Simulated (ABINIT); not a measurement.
**Si3Os (Pm-3m): zone-centre phonons**

Aim: the zone-centre modes of Si3Os (Pm-3m).

Method: DFT LDA, scalar-relativistic, plane waves, PseudoDojo norm-conserving pseudopotentials, in ABINIT 10.8.3.

Most raw output is cut from this account.

The structure was built from a prototype and need not be the compound's stable phase.

### 1. Starting point

Symmetry: Pm-3m, No. 221, cubic system. The conventional cell has a = 3.843 Å, b = 3.843 Å, c = 3.843 Å, α = 90.00°, β = 90.00°, γ = 90.00°. Nearest to Os lie 12 Si at 2.72 Å. Si has 4 Os at 2.72 Å and 8 Si at 2.72 Å nearest. Farther neighbours are not listed.

### 2. A probe with smearing

A first run with smearing and empty bands tells whether the crystal has a gap, which decides between fixed occupations and smearing later on.

Input file probe.abi:

```
# ground state
tolvrs 1.0d-08
prtden 1
prtwf 1

# basis, mesh and filling
ecut 33.0
ngkpt 6 6 6
nshiftk 1
shiftk 0.0 0.0 0.0
istwfk *1
occopt 7
tsmear 0.005
nband 21
nstep 100
diemac 9.0
prtebands 0
prtgsr 0
useylm 1

# cell and atoms
acell 3*1.0 Angstrom
rprim 
    3.84255039 0.0 0.0
    0.0 3.84255039 0.0
    0.0 0.0 3.84255039
ntypat 2
znucl 76 14
natom 4
typat 1 2 2 2
xred 
    0.0 0.0 0.0
    0.0 0.5 0.5
    0.5 0.0 0.5
    0.5 0.5 0.0
pp_dirpath "./pseudo"
pseudos "Os.upf, Si.upf"
```

Command:

```sh
OMP_NUM_THREADS=1 mpirun -n 4 abinit probe.abi > probe.log
```

The job ended after 11 s (4 MPI ranks of Arm Neoverse V2, shared host).

This step gave:

| Property | Result |
| --- | --- |
| volume per atom | 14.18 Å³ |
| pressure | -13.58 GPa |
| gap on the k-mesh | 0 eV |

No gap opens on this mesh, so smearing is kept; the printed pressure holds the stress of the finite basis too.

### 3. Rough relaxation

The typed start is rough, so a first relaxation with smearing and loose thresholds takes it towards rest cheaply.

Input file prerelax.abi:

```
# relaxation
ionmov 2
optcell 2
dilatmx 1.15
chkdilatmx 0
ntime 40
tolmxf 3.0d-04
tolvrs 1.0d-10
prtwf 0
prtden 0
chksymtnons 0

# basis, mesh and filling
ecut 33.0
ecutsm 3.0
ngkpt 4 4 4
nshiftk 1
shiftk 0.0 0.0 0.0
istwfk *1
occopt 7
tsmear 0.005
nband 21
nstep 100
diemac 1000000.0
prtebands 0
prtgsr 0
useylm 1

# cell and atoms
acell 3*1.0 Angstrom
rprim 
    3.84255039 0.0 0.0
    0.0 3.84255039 0.0
    0.0 0.0 3.84255039
ntypat 2
znucl 76 14
natom 4
typat 1 2 2 2
xred 
    0.0 0.0 0.0
    0.0 0.5 0.5
    0.5 0.0 0.5
    0.5 0.5 0.0
pp_dirpath "./pseudo"
pseudos "Os.upf, Si.upf"
```

Command:

```sh
OMP_NUM_THREADS=1 mpirun -n 4 abinit prerelax.abi > prerelax.log
```

It took 57 s on 4 MPI ranks.

The steps of the relaxation:

```tsv
step	energy less that of the first step (eV)	largest force (eV/Å)	volume (Å³)
1	0.0000	0.0000	56.74
2	-0.1619	0.0000	54.38
3	-0.2279	0.0000	51.44
4	-0.2297	0.0000	51.86
5	-0.2297	0.0000	51.83
```

```tsv
conventional cell, symmetrised	before	after	change
a (Å)	3.843	3.728	-3.0 %
b (Å)	3.843	3.728	-3.0 %
c (Å)	3.843	3.728	-3.0 %
volume (Å³/atom)	14.18	12.96	-8.6 %
```

This step gave:

- volume per atom: 12.96 Å³
- pressure: -0.001070 GPa

The volume changes by -8.6 % in this run and stands -8.6 % from the first cell.

### 4. Relaxation

The harmonic expansion needs vanishing forces, and a free crystal bears no stress, so cell and atoms are brought to rest. Stress is more sensitive to the basis than forces are: the last 3 Ha under the cutoff are smoothed with ecutsm, and the cutoff is raised above that of the later runs.

Input file relax.abi:

```
# relaxation
ionmov 2
optcell 2
dilatmx 1.08
ntime 40
tolmxf 1.0d-05
tolvrs 1.0d-14
prtwf 0
prtden 0
chksymtnons 0

# basis, mesh and filling
ecut 41.0
ecutsm 3.0
ngkpt 8 8 8
nshiftk 1
shiftk 0.0 0.0 0.0
istwfk *1
occopt 6
tsmear 0.01
nband 21
nstep 100
diemac 1000000.0
prtebands 0
prtgsr 0
useylm 1

# cell and atoms
acell 3*1.0 Angstrom
rprim 
    3.728447899 0.0 0.0
    0.0 3.728447899 0.0
    0.0 0.0 3.728447899
ntypat 2
znucl 76 14
natom 4
typat 1 2 2 2
xred 
    0.0 0.0 0.0
    0.0 0.5 0.5
    0.5 0.0 0.5
    0.5 0.5 0.0
pp_dirpath "./pseudo"
pseudos "Os.upf, Si.upf"
```

Command:

```sh
OMP_NUM_THREADS=1 mpirun -n 4 abinit relax.abi > relax.log
```

The job ended after 1.7 min (4 MPI ranks; 6.9 min of CPU time).

The steps of the relaxation:

```tsv
step	energy less that of the first step (eV)	largest force (eV/Å)	volume (Å³)
1	0.0000	0.0000	51.83
2	-0.0004	0.0000	51.95
3	-0.0005	0.0000	52.04
```

```tsv
conventional cell, symmetrised	before	after	change
a (Å)	3.728	3.733	+0.1 %
b (Å)	3.728	3.733	+0.1 %
c (Å)	3.728	3.733	+0.1 %
volume (Å³/atom)	12.96	13.01	+0.4 %
```

Final coordinates:

```cif
data_structure
_symmetry_space_group_name_H-M 'P 1'
_symmetry_Int_Tables_number 1
_cell_length_a 3.7334
_cell_length_b 3.7334
_cell_length_c 3.7334
_cell_angle_alpha 90.000
_cell_angle_beta 90.000
_cell_angle_gamma 90.000
_cell_volume 52.04
loop_
_atom_site_label
_atom_site_type_symbol
_atom_site_fract_x
_atom_site_fract_y
_atom_site_fract_z
_atom_site_occupancy
Os1 Os 0.00000 0.00000 0.00000 1
Si2 Si 0.00000 0.50000 0.50000 1
Si3 Si 0.50000 0.00000 0.50000 1
Si4 Si 0.50000 0.50000 0.00000 1
```

This step gave:

| Item | Value |
| --- | --- |
| volume per atom | 13.01 Å³ |
| pressure | 0.001147 GPa |

The volume changes by +0.4 % in this run and stands -8.3 % from the first cell.

### 5. Ground state

The response is built on these wavefunctions, so the potential is converged far more tightly than an energy would need. Smearing stays on, as the first look found no gap above 0.3 eV.

Input file gs.abi:

```
# ground state
tolvrs 1.0d-16
prtden 1
prtwf 1

# basis, mesh and filling
ecut 33.0
ngkpt 8 8 8
nshiftk 1
shiftk 0.0 0.0 0.0
istwfk *1
occopt 6
tsmear 0.01
nband 21
nstep 100
diemac 1000000.0
prtebands 0
prtgsr 0
useylm 1

# cell and atoms
acell 3*1.0 Angstrom
rprim 
    3.733415771 0.0 0.0
    0.0 3.733415771 0.0
    0.0 0.0 3.733415771
ntypat 2
znucl 76 14
natom 4
typat 1 2 2 2
xred 
    0.0 0.0 0.0
    0.0 0.5 0.5
    0.5 0.0 0.5
    0.5 0.5 0.0
pp_dirpath "./pseudo"
pseudos "Os.upf, Si.upf"
```

Command:

```sh
OMP_NUM_THREADS=1 mpirun -n 4 abinit gs.abi > gs.log
```

Wall time 23 s (4 MPI ranks); 92 s of CPU time.

Numbers from this step:

| Quantity | Value |
| --- | --- |
| pressure | -0.1777 GPa |

The cell stands at -0.18 GPa: the relaxation ran with a smoothed and higher cutoff, and the difference is a stress of the finite basis.

### 6. Linear response at Γ

At q = 0 one unit cell holds all displacements. The response is solved for single atoms along the cell's directions, and symmetry skips those that follow from others. The crystal is treated as a metal, which screens a static field, so no field response is asked.

Input file dfpt_gamma.abi:

```

# common to the responses
getwfk_filepath "gso_WFK"
kptopt 2
nqpt 1
qpt 0.0 0.0 0.0
asr 0
chneut 0

# displacements
rfphon 1
rfatpol 1 4
rfdir 1 1 1
tolvrs 1.0d-10
prtwf 0

# basis, mesh and filling
ecut 33.0
ngkpt 8 8 8
nshiftk 1
shiftk 0.0 0.0 0.0
istwfk *1
occopt 6
tsmear 0.01
nband 21
nstep 100
diemac 1000000.0
prtebands 0
prtgsr 0
useylm 1

# cell and atoms
acell 3*1.0 Angstrom
rprim 
    3.733415771 0.0 0.0
    0.0 3.733415771 0.0
    0.0 0.0 3.733415771
ntypat 2
znucl 76 14
natom 4
typat 1 2 2 2
xred 
    0.0 0.0 0.0
    0.0 0.5 0.5
    0.5 0.0 0.5
    0.5 0.5 0.0
pp_dirpath "./pseudo"
pseudos "Os.upf, Si.upf"
```

Command:

```sh
OMP_NUM_THREADS=1 mpirun -n 4 abinit dfpt_gamma.abi > dfpt_gamma.log
```

Wall time 2.6 min (4 MPI ranks); 10 min of CPU time.

Read from the output:

| Property | Result |
| --- | --- |
| largest acoustic frequency at the zone centre before the sum rule | 2.1 cm⁻¹ |
| highest optical zone-centre mode (no LO-TO term) | 294.8 cm⁻¹ |
| lowest optical zone-centre mode | -137.4 cm⁻¹ |

The acoustic modes at Γ come out as far as 2.1 cm⁻¹ from zero, where they should vanish, a small numerical error. The lowest optical mode is imaginary, 137i cm⁻¹, an instability at this level and on this k mesh.

### 7. Zone-centre analysis

anaddb reads the merged derivatives and imposes the acoustic sum rule.

Input file anaddb.abi:

```
ddb_filepath "gamma_DDB"
output_file "anaddb.abo"
outdata_prefix "anaddb"
asr 1
chneut 1
enunit 2
eivec 1
nph1l 1
qph1l 0.0 0.0 0.0 1.0
```

Input file mrgddb.in:

```
gamma_DDB
merged
2
dfpt_gammao_DDB
gso_DDB
```

Command:

```sh
mrgddb < mrgddb.in > mrgddb.log
OMP_NUM_THREADS=1 anaddb anaddb.abi > anaddb.log
```

The job ended after 0.52 s (1 thread).

No LO-TO term; unit eigenvectors of the mass-weighted matrix, from anaddb's displacements. The modes at Γ (shares of kinetic energy by element, %) (negative means imaginary):

```tsv
mode	frequency (cm⁻¹)	symmetry	Os %	Si %
1	-137.4	T1u	27	73
2	-137.4	T1u	27	73
3	-137.4	T1u	27	73
4	0.0	acoustic	69	31
5	0.0	acoustic	69	31
6	0.0	acoustic	69	31
7	131.6	T2u	0	100
8	131.6	T2u	0	100
9	131.6	T2u	0	100
10	294.8	T1u	3	97
11	294.8	T1u	3	97
12	294.8	T1u	3	97
```

Displacements in mode 1 (-137.4 cm⁻¹), the largest set to 1:
```
Os1  0.00  0.00 -0.28
Si2  0.00  0.00  0.44
Si3  0.00  0.00  0.44
Si4  0.00  0.00  1.00
```

Displacements in mode 7 (131.6 cm⁻¹), the largest set to 1:
```
Os1  0.00  0.00  0.00
Si2  0.00  0.00 -1.00
Si3  0.00  0.00  1.00
Si4  0.00  0.00  0.00
```

The rule moves no optical mode by more than 0.1 cm⁻¹.

### 8. Results

```yaml
space_group_after_relaxation: Pm-3m
volume_per_atom: 13.0 Å³
highest_optical_zone_centre_mode_no_lo_to_term: 294.8 cm⁻¹
lowest_optical_zone_centre_mode: -137.4 cm⁻¹
imaginary_optical_modes_at_the_zone_centre_no_q_mesh_in_this_session: yes
```

At the LDA level the optical modes of Si3Os (Pm-3m) at the zone centre run from 137i to 295 cm⁻¹, so the structure is a saddle point, with 3 modes beyond 10i cm⁻¹ there. These are harmonic frequencies at zero temperature: anharmonic shifts and linewidths and thermal expansion are left out. Spin-orbit coupling is left out, which can matter for the heavy elements here. In a metal the frequencies hang on the k mesh and the smearing, most of all near Kohn anomalies. The structure is a hypothetical one, built on a prototype.

[Host names and launcher messages were left out of these logs when they were recorded.]

[Logs are printed without paths, hosts, clocks, repeated set-up lines and the standing remarks that a program may print on its own settings, such as how far it seeks lower states.]

[Hosts, paths, dates, database ids (printed as entryN), source tags and the programs' standing remarks are cut or masked in the printed files.]
